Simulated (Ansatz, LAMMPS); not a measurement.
# Squeezing and shearing 41In2O3-59Ga2O3 (mol %) with crystalline order left by the classical run (85 atoms): runs compared

How stiff is 41In2O3-59Ga2O3 (mol %) with crystalline order left by the classical run (85 atoms), and how do its levels respond to strain?

Computed with Ansatz 0.2.0: Kohn-Sham DFT, PBE, PAW (set soft_2), plane waves.

**1. The cell as built**

The cell holds 85 atoms: 14 In, 20 Ga and 51 O. Its edges and angles: a = 9.956 Å, b = 9.956 Å, c = 9.956 Å, α = 90.0°, β = 90.0°, γ = 90.0°. 85 atoms (14 Sc, 20 Fe, 51 O) placed at random at 4.09 g/cm³, melted at 5000 K for 10 ps at fixed volume with the Morse and Coulomb pair potential with partial charges (Pedone, Malavasi, Menziani, Cormack and Segre, J. Phys. Chem. B 110, 11780 (2006)). Quenched from 5000 K to 300 K at 10 K/ps and fixed volume, held 10 ps at zero pressure, then minimised at fixed cell. Then Sc was replaced by In, Fe was replaced by Ga and the cell scaled by 1.017 (the potential has no terms for the new elements, so the cell is a start for a DFT relaxation).

Limits known from the start: The quench rate of 10 K/ps far exceeds what a furnace or splat quench reaches, so expect more defects and frozen-in strain than in a real sample. The network of bonds at the start is that of the classical potential that made the cell, and needn't be the one that DFT or experiment would give. Only the Γ point is sampled.

**2. The reference run**

The reference is a single point at the end of the relaxation.

Every strained cell starts from the geometry of this run, and its atoms are relaxed with the cell held.

Its input, with most atom lines left out:

```yaml
crystal:
  lattice:
    - [10.23669, 0.15463, -0.06512]
    - [0.15463, 10.17673, -0.21973]
    - [-0.06512, -0.21973, 10.09184]
  atoms:
    - { symbol: In, position: [0.12856, 0.16974, 0.08796] }
    - { symbol: In, position: [0.54306, 0.92294, 0.45715] }
    - { symbol: In, position: [0.25533, 0.68499, 0.33569] }
    - { symbol: In, position: [0.28282, 0.77988, 0.6929] }
    - { symbol: In, position: [0.23115, 0.01383, 0.33093] }
    - { symbol: In, position: [0.76528, 0.78424, 0.69339] }
    - { symbol: In, position: [0.00966, 0.89052, 0.55054] }
    [... atom lines 8 to 85 left out ...]
kpoints:
  mp_grid: { grid: [1, 1, 1] }
hamiltonian:
  xc: pbe
scf:
  occupations: { method: gaussian, width: 0.025 }
output:
  forces: true
  stress: true
  populations: true
  dos:
    method: { smearing: { sigma: 0.1 } }
    de: 0.1
    projected: { site_lists: { Ga: [Ga], In: [In], O: [O] } }
  eigenvalues: true
  write_density: true
  write_potential: true
  volumetric_format: npy
```

* free energy per atom: -2152.6754 eV/atom
* r.m.s. force component: 0.00275 eV/Å
* pressure: 0.01096 GPa

Filled and empty levels are parted by 0.905 eV (at Γ alone); a semilocal functional tends to put such gaps too low. In a disordered cell it changes from sample to sample, and tail or defect levels can set it.

**3. The runs**

Each row is one run, on 4 threads of AMD EPYC 9R14 (Zen 4), shared host. The free energy is the program's total, comparable only between runs with the same functional, potentials and atoms.

| run | atoms | outcome | ionic steps, all passes | free energy (eV) | time | host memory (GiB) |
| --- | --- | --- | --- | --- | --- | --- |
| Single point at the start | 85 | converged | - | -182971.022 | 12 s | 1.7 |
| Cell and atoms relaxed | 85 | converged | 28 | -182977.412 | 5 min | 1.8 |
| Single point at the relaxed geometry | 85 | converged | - | -182977.412 | 16 s | 1.8 |
| Volume -3 % | 85 | converged | 8 | -182977.159 | 86 s | 1.7 |
| Volume +3 % | 85 | converged | 9 | -182977.162 | 100 s | 1.8 |
| Volume -6 % | 85 | converged | 8 | -182976.464 | 85 s | 1.7 |
| Volume +6 % | 85 | converged | 17 | -182976.701 | 3.2 min | 1.8 |
| Volume -10 % | 85 | converged | 9 | -182974.575 | 88 s | 1.7 |
| Stretched by 1 % along x | 85 | converged | 3 | -182977.356 | 37 s | 1.8 |
| Compressed by 1 % along x | 85 | converged | 3 | -182977.351 | 38 s | 1.7 |
| Sheared by 2 % in xy | 85 | converged | 6 | -182977.366 | 82 s | 1.8 |

In some runs the program notes that the SCF threshold is loose for the stress.

**4. Pressure against volume**

Atoms are relaxed at each volume, in the scaled cell.

| volume change (%) | volume (Å³/atom) | energy change (meV/atom) | pressure (GPa) | largest move on relaxing (Å) | bonds | gap (eV) |
| --- | --- | --- | --- | --- | --- | --- |
| -10 | 11.124 | 33.38 | 10.20 | 0.55 | 188 | 1.09 |
| -6 | 11.618 | 11.15 | 4.68 | 0.42 | 182 | 1.04 |
| -3 | 11.989 | 2.97 | 2.48 | 0.19 | 177 | 0.987 |
| +0 | 12.359 | 0.00 | 0.01 | - | 174 | 0.905 |
| +3 | 12.730 | 2.94 | -2.34 | 0.14 | 170 | 0.845 |
| +6 | 13.101 | 8.36 | -2.81 | 0.81 | 167 | 0.898 |

**5. Uniaxial strain and shear**

Stress (GPa, compression positive) less that of the relaxed cell, atoms relaxed:

| strain | xx | yy | zz | xy | energy change (meV/atom) |
| --- | --- | --- | --- | --- | --- |
| stretched by 1 % along x | -1.711 | -0.685 | -0.732 | 0.062 | 0.66 |
| compressed by 1 % along x | 1.775 | 0.736 | 0.797 | -0.041 | 0.71 |
| sheared by 2 % in xy | 0.095 | 0.242 | 0.055 | -0.737 | 0.54 |

**6. Outcome**

The bulk modulus, from the slope of pressure against ln V over the three points nearest the relaxed volume, is 80.3 GPa; between neighbouring points the slope runs 127, 70, 81, 80 and 17 GPa from the smallest volume up, without a steady fall, so no pressure derivative is given. The count of bonds runs from 167 to 188 over the series, so at some points contacts cross the cutoffs. At -10 % and +6 % some atom moved by over 0.5 Å on relaxing, so those points may sit in another local minimum. The gap goes from 1.09 eV at the smallest volume to 0.898 eV at the largest, -1.5 eV per unit of ln V by a straight line, not monotonically (lowest 0.845, highest 1.09 eV), on the run's k-points. In the Cartesian axes of the cell, finite differences give C11 = 174, C12 = 71.0, C13 = 76.4 and C66 = 36.8 GPa (the shear of 2 % is the engineering strain, εxy = 0.01). The mean of C11, C12 and C13, which equals the bulk modulus in a cubic or isotropic solid, is 107 GPa: it lies 34 % over the bulk modulus from the volumes. For an isotropic solid C66 would equal (C11 − C12)/2 = 51.7 GPa; so small a sample needn't be isotropic, and C66 rests on one shear. With the bulk modulus and C66 as K and G, Young's modulus would be about 96 GPa and Poisson's ratio 0.30.

Caveats: Strains are finite and relaxations stop at the force tolerance of the input, which can leave moduli too stiff; they are those of a static cell at zero temperature. Volumes are changed with the cell's shape held, so in an anisotropic solid the modulus lies over the one under free hydrostatic load. The program notes that the SCF threshold of the relaxations is loose for the stress.

The DFT runs together took 17 min of wall time.

[Logs are printed without paths, hosts, clocks, repeated set-up lines and the standing remarks that a program may print on its own settings, such as how far it seeks lower states.]

[Hosts, paths, dates, database ids (printed as entryN), source tags and the programs' standing remarks are cut or masked in the printed files.]
